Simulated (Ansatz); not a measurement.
## La on Ru(0001): change of the work function: cost of one run

Ansatz 0.2.0; plane-wave DFT, PBE, Ansatz PAW. The cell holds 37 atoms.

input.yaml reads:

```yaml
crystal:
  lattice:
    - [8.1, 0.0, 0.0]
    - [4.05, 7.0148057706, 0.0]
    - [0.0, 0.0, 27.6660856042]
  atoms:
    - { symbol: Ru, position: [0.2222222222, 0.2222222222, 0.325308037] }
    - { symbol: Ru, position: [0.0, 0.0, 0.4026012267] }
    - { symbol: Ru, position: [0.2222222222, 0.2222222222, 0.4805952292] }
[... 28 atom lines left out ...]
    - { symbol: Ru, position: [0.6666666667, 0.3333333333, 0.5559625411] }
    - { symbol: Ru, position: [0.8888888889, 0.8888888889, 0.325308037] }
    - { symbol: Ru, position: [0.6666666667, 0.6666666667, 0.4026012267] }
    - { symbol: Ru, position: [0.8888888889, 0.8888888889, 0.4805952292] }
    - { symbol: Ru, position: [0.6666666667, 0.6666666667, 0.5559625411] }
    - { symbol: La, position: [0.1111111111, 0.1111111111, 0.674691963] }
kpoints:
  mp_grid: { grid: [4, 4, 1] }
hamiltonian:
  xc: pbe
scf:
  occupations: { method: fermi_dirac, width: 0.1 }
  convergence: { dr2_threshold: 1.0e-08 }
efield:
  axis: 3
  dipole_correction: true
  ramp_position: 0.97
  ramp_width: 0.06
relax:
  f_tol: 0.02
  max_steps: 60
  constraints:
    - { sites: [0, 1, 4, 5, 8, 9, 12, 13, 16, 17, 20, 21, 24, 25, 28, 29, 32, 33] }
output:
  write_potential: true
  write_density: true
  volumetric_format: npy
```

Started as:

```sh
ansatz run input.yaml --threads 4 --pin off --max-ram 16384MiB --backend cpu --events-out ev --progress --plain --runs-dir out
```

The cutoff in use is 420 eV. For reference, a run of the same kind (17 atoms, 7 k-points, 161 bands and 13,575 plane waves; 103 SCF cycles) took 5.3 min and 2.8 GiB on the same hardware.

What time and memory should one allow on 4 threads of Arm Neoverse V1, shared host?

A cutoff of 420 eV is a sphere of radius 10.5 Å⁻¹, so a cell of 1572 Å³ holds about V·G³/6π² = 30,722 plane waves. At two electrons a band, the 587 electrons need 294 bands, and 59 more are carried. Symmetry cuts the 4×4×1 mesh from 16 to 4 points. The run has 4 k-points, 353 bands and 30,843 plane waves. Taking the work of a cycle as k-points × spins × bands × plane waves, that is 2.8 times the reference, or 15 min at the reference's 103 cycles. The run needed 105 SCF cycles over 8 ionic steps, which makes it about 15 min. One copy of the wavefunctions takes 0.65 GiB at 16 bytes a coefficient, against 0.23 GiB in the reference; grids, projectors and work arrays come on top. Measured: about 24 min, with a peak of 9.3 GiB. The run took longer than the estimate, which leaves out the steps that grow as the square of the band count.

[Logs are printed without paths, hosts, clocks, repeated set-up lines and the standing remarks that a program may print on its own settings, such as how far it seeks lower states.]

[Hosts, paths, dates, database ids (printed as entryN), source tags and the programs' standing remarks are cut or masked in the printed files.]

[Maps of the electrostatic potential energy from Ansatz leave out the sawtooth potential of an applied field or a dipole correction, so their vacuum need not be flat; planar profiles and work functions include it.]
